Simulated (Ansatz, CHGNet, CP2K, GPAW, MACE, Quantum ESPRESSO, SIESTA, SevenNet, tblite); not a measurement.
## tblite runs on random packing of B74C26 (at. %) (103 atoms)

Wanted: tblite inputs and outputs for random packing of B74C26 (at. %) (103 atoms), checked against a plane-wave reference.

Method: the method is named at each step, in tblite 0.8.0.

### 1. The structure

The cell holds 103 atoms: 76 B and 27 C. Cell: a = 9.542 Å, b = 9.542 Å, c = 9.542 Å, α = 90.0°, β = 90.0°, γ = 90.0°. 103 atoms (76 B, 27 C) packed at random in a cube at 2.19 g/cm³ and pushed apart as soft spheres; a start for melting by ab initio MD, not an equilibrated structure. Then every atom was moved at random, 0.05 Å r.m.s. a Cartesian component.

The yardstick, on the same geometry:

* method: Kohn-Sham DFT, PBE, SSSP efficiency 1.3.0 pseudopotentials, plane waves (Quantum ESPRESSO 7.5); sssp-pbe-1.3.0-efficiency, cutoffs 45/360 Ry, Γ point
* r.m.s. force component: 1.344 eV/Å
* longest force: 5.614 eV/Å
* pressure: -21.73 GPa
* time: 3.2 min on 2 MPI ranks of Arm Neoverse N1, shared host
* CPU time: 6.4 min

### 2. GFN1-xTB

Method: GFN1-xTB tight binding, diagonalisation.

run.py reads:

```python
import numpy as np
from ase.io import read
from tblite.ase import TBLite

atoms = read("structure.xyz")
atoms.calc = TBLite(method="GFN1-xTB", electronic_temperature=580, accuracy=1.0, max_iterations=250, mixer_damping=0.1, verbosity=1)
energy = atoms.get_potential_energy()
forces = atoms.get_forces()
print(f"energy {energy:.6f} eV")
print("forces (eV/A)")
for i, (a, f) in enumerate(zip(atoms, forces)):
    print(f"{i:4d} {a.symbol:2s} {f[0]:10.5f} {f[1]:10.5f} {f[2]:10.5f}")
stress = -atoms.get_stress(voigt=False) * 160.21766
print("stress (GPa, compression positive)")
for row in stress:
    print(" ".join(f"{x:10.4f}" for x in row))
print("charges (e)")
print(np.array2string(atoms.get_charges(), precision=4, suppress_small=True, max_line_width=110, threshold=100000))
```

structure.xyz reads:

```xyz
103
Lattice="9.54210 0.00000 0.00000 0.00000 9.54210 0.00000 0.00000 0.00000 9.54210" Properties=species:S:1:pos:R:3 pbc="T T T"
B 4.60826 4.75273 1.51424
B 6.40323 0.45621 0.91785
B 6.95810 5.76839 1.45507
B 5.74692 6.87270 2.34640
B 8.13932 0.83932 8.72320
B 3.68325 9.34925 8.98255
B 0.46833 1.51252 3.19508
B 2.57179 6.16735 1.05564
B 1.65059 1.48084 0.08168
B 6.48624 1.23599 3.73096
B 5.48509 0.31479 6.85371
B 2.45117 4.77086 4.94395
B 3.81903 0.18989 1.93304
B 4.43708 2.05002 3.31349
B 8.76308 3.12704 9.20927
B 2.78601 5.25493 2.81158
B 7.77481 9.04200 5.69062
B 9.24248 4.62506 4.22352
B 3.46626 6.23920 6.78004
B 7.43616 2.98811 8.03464
B 8.42472 1.75718 0.76241
B 3.66006 2.72589 9.14419
B 5.38060 3.27284 2.71893
B 4.00005 6.66678 2.38543
B 1.82550 3.06445 5.09023
B 0.53197 7.36297 3.14641
B 1.94907 2.70614 7.01115
B 2.07083 6.88548 8.29399
B 4.36246 5.40598 4.97315
B 2.30098 1.14248 2.42856
B 8.70383 3.99671 7.68483
B 4.23717 1.37072 8.06832
B 2.58114 4.89767 6.71678
B 8.45401 7.18472 0.45001
B 1.19314 0.04685 3.42361
B 0.43751 1.08914 5.54615
B 2.66902 7.70191 2.08924
B 6.90552 3.82495 4.52830
B 7.44656 5.91820 6.95333
B 4.20492 2.59717 1.36805
B 1.97187 6.96344 6.16649
B 2.08428 8.75908 4.59109
B 6.32947 4.88069 6.37851
B 2.45871 4.60282 9.03169
B 0.49218 2.45785 1.37664
B 7.76765 2.57589 3.42638
B 8.65898 7.88826 4.16608
B 1.73494 8.47997 7.91584
B 9.09744 3.58907 1.75021
B 0.74486 4.10148 8.81041
B 8.57367 8.77005 2.46272
B 0.99505 5.11409 3.08363
B 0.44209 8.77549 8.82606
B 5.26552 1.97684 6.40991
B 4.88059 0.87358 0.11880
B 1.56214 4.77725 1.11251
[... 43 atom lines left out ...]
C 6.85943 7.08949 8.08235
C 1.80556 0.30182 6.99216
C 0.65917 7.66832 5.38022
C 5.29090 5.04205 3.42351
```

Command:

```sh
$ OMP_NUM_THREADS=1 python run.py > output.txt
```

The log of the run:

```text
------------------------------------------------------------
  cycle        total energy    energy error   density error
------------------------------------------------------------
      1     -156.9076330364  -1.5743043E+02   7.9095352E-01
      2     -158.2630944145  -1.3554614E+00   6.9291991E-01
      3     -156.9566767387   1.3064177E+00   5.5566616E-01
      4     -157.7602973075  -8.0362057E-01   2.5011756E-01
      5     -158.3402893627  -5.7999206E-01   1.0678996E-01
      6     -158.7379158342  -3.9762647E-01   5.2489271E-02
      7     -158.8260913453  -8.8175511E-02   1.7471987E-02
      8     -158.8301618982  -4.0705528E-03   1.0827581E-02
      9     -158.8321294327  -1.9675345E-03   6.5954775E-03
     10     -158.8335325971  -1.4031645E-03   3.1822816E-03
     11     -158.8335779897  -4.5392540E-05   1.9998632E-03
     12     -158.8336759712  -9.7981503E-05   1.2212702E-03
     13     -158.8336846765  -8.7053093E-06   7.0221062E-04
     14     -158.8336863142  -1.6377146E-06   5.2636595E-04
     15     -158.8336881949  -1.8807520E-06   3.5307763E-04
     16     -158.8336887748  -5.7983672E-07   1.9624868E-04
     17     -158.8336887842  -9.4630366E-09   1.1590453E-04
     18     -158.8336889811  -1.9684194E-07   5.5504479E-05
     19     -158.8336890214  -4.0263956E-08   2.5870348E-05
     20     -158.8336890304  -9.0966523E-09   1.3007411E-05
------------------------------------------------------------
 total:                                   3.969 sec
energy -4322.084826 eV
forces (eV/A)
   0 B     0.05671    0.59441    0.46420
   1 B    -2.67964    2.21252    0.45895
   2 B    -0.60026   -0.72476   -0.35327
   3 B     2.02350   -2.75298    0.79112
   4 B     0.05389   -1.09159   -0.98484
   5 B     0.77947    0.30806   -0.99673
   6 B    -0.23058    2.03033   -1.17109
   7 B     0.52381    1.04090   -1.88779
   8 B    -0.78572    0.67365    1.07546
   9 B    -0.55012   -1.71527   -0.59074
  10 B    -0.12199    0.76981    1.40924
  11 B     1.24763   -0.04024    0.11591
  12 B     0.52941   -1.02086    1.24566
  13 B    -0.58941    1.24899    3.24780
  14 B     1.45401   -0.81912    0.05528
  15 B     0.50725    0.79661   -0.99590
  16 B    -0.57035   -3.89665    0.73379
  17 B    -1.80307    2.16095    1.02716
  18 B     2.51581   -0.71072    2.35707
  19 B    -2.79457   -0.38088    0.84566
  20 B     0.39385   -2.06000   -1.08198
  21 B    -0.49714   -0.03487   -1.19378
  22 B     0.19195    1.83598    0.50761
  23 B    -0.85754    0.19374    1.35679
[...]
95 C    -0.00537    0.77199    1.74593
  96 C     1.43179    3.53681   -1.72749
  97 C     3.52851    2.37829   -0.11314
  98 C     1.38716   -0.37740    0.96611
  99 C     1.02199    2.84673   -3.25564
 100 C    -0.01466   -0.67317   -1.71296
 101 C     0.89544   -4.02462   -0.02603
 102 C     0.26471   -2.22406    1.47593
stress (GPa, compression positive)
  -13.2046     4.3039     1.2946
    4.3039   -15.1913     6.0718
    1.2946     6.0718   -20.1647
charges (e)
[ 0.0517  0.045   0.0165  0.0601  0.0764  0.0122  0.0585  0.0918 -0.0082  0.0415  0.0209  0.0652  0.0303
  0.0968  0.1398  0.0862  0.0372 -0.0198  0.0956  0.0427  0.0046 -0.0182  0.0876  0.079   0.0273  0.0543
  0.1219  0.037   0.0468  0.1343  0.1113  0.0612  0.028   0.0014 -0.0094  0.103  -0.0696 -0.0033  0.0262
  0.0901  0.2232  0.1248  0.0326  0.0093 -0.0689  0.0107  0.0815 -0.0317  0.0428  0.0549  0.0846  0.0678
  0.1072  0.0636  0.0572  0.14   -0.016   0.0192 -0.1094  0.0782 -0.0563  0.0469  0.0997  0.0315  0.0545
  0.0736  0.1098  0.122  -0.0553  0.119   0.117  -0.0009  0.0862 -0.0842  0.0623 -0.0045 -0.0932 -0.0137
 -0.0183 -0.2083 -0.1641 -0.2314 -0.1045 -0.1499 -0.0992 -0.1038 -0.1401 -0.2009 -0.1196 -0.0869 -0.0612
 -0.0853 -0.1817 -0.0978 -0.1389 -0.1177 -0.2281 -0.2111 -0.0894 -0.1622 -0.1912 -0.1639 -0.1844]
```

The job ended after 4.8 s (1 thread of Arm Neoverse N1, shared host; peak memory 0.11 GiB).

Banners, paths, timers and routine set-up lines are dropped from the logs unmarked, and long logs keep their key lines alone; longer cuts are marked.

Numbers from this run, and their distance from the reference:

| Item | Value |
| --- | --- |
| r.m.s. force component | 1.57 eV/Å |
| r.m.s. difference of force components | 686.5 meV/Å |
| longest difference of force vectors | 2948 meV/Å |
| force difference over r.m.s. force | 51.09 % |
| slope of forces against the reference's | 1.052 |
| correlation of force components | 0.9005 |
| pressure | -16.19 GPa |
| pressure difference | 5.541 GPa |

Length of the force difference by element (eV/Å):

```
element  atoms  mean  most
      B     76  0.99   2.0
      C     27   1.3   2.9
```

The surroundings of B41, whose charge lies farthest from its element's mean, nearest first, numbered as they follow in the input and with coordinates relative to it.

```
atom      x      y      z  distance (Å)  Mulliken charge (e)     Fx     Fy  Fz (eV/Å)
 B41   0.00   0.00   0.00          0.00                 0.22  -0.45   1.58      -0.38
 C88   1.07   0.02  -1.14          1.56                -0.20  -0.63   0.76      -0.09
C102  -1.31   0.70  -0.79          1.68                -0.16   0.90  -4.02      -0.03
 B19   1.49  -0.72   0.61          1.77                 0.10   2.52  -0.71       2.36
 C99  -0.57  -0.94  -1.74          2.06                -0.09   1.39  -0.38       0.97
 B28   0.10  -0.08   2.13          2.13                 0.04  -0.81   0.45       0.41
 B62  -1.91  -1.02  -0.19          2.17                 0.05   0.96   0.75       0.41
 B33   0.61  -2.07   0.55          2.22                 0.03   0.19  -2.77      -0.17
 B48  -0.24   1.52   1.75          2.33                -0.03   0.43   2.30       0.20
 B42   0.11   1.80  -1.58          2.39                 0.12   1.83  -0.01      -1.08
```

Atoms are counted from 1 here, from 0 in the log.

Forces lie 51 % from the reference's, at 0.013 times its CPU time (on 1 against 2 cores).

### 3. Results

```json
{
  "force difference from the reference": "tblite GFN1-xTB, 51 %",
  "its CPU time": "4.8 s"
}
```

In words: Tight binding differs by 51 % (tblite GFN1-xTB); it is another model, with fitted parameters of its own, and the xTB methods hold dispersion. One electronic-structure run takes under half the reference's CPU time: tblite GFN1-xTB, at 51 % in 4.8 s against 6.4 min; its pressure misses by +5.5 GPa. Periodic xTB results under one method name differ between programs and library versions. The reference's pressure holds the uncorrected Pulay stress of its 45 Ry basis, so small pressure differences, and their order, may be the reference's own error. The reference's stress is far from hydrostatic: its diagonal is -18.4, -21.0, -25.9 GPa, compression counted positive. The reference's pressure of -22 GPa says that the cell would shrink at this level of theory. The electronic-structure runs sample only Γ, in a cell whose shortest periodic width is 10 Å, which is coarse for a cell with partly filled levels.

[Also dropped from logs without a mark: logging warnings of Python, and SIESTA's first energy breakdown and zero terms.]

[Logs are printed without paths, hosts, clocks, repeated set-up lines and the standing remarks that a program may print on its own settings, such as how far it seeks lower states.]

[Hosts, paths, dates, database ids (printed as entryN), source tags and the programs' standing remarks are cut or masked in the printed files.]
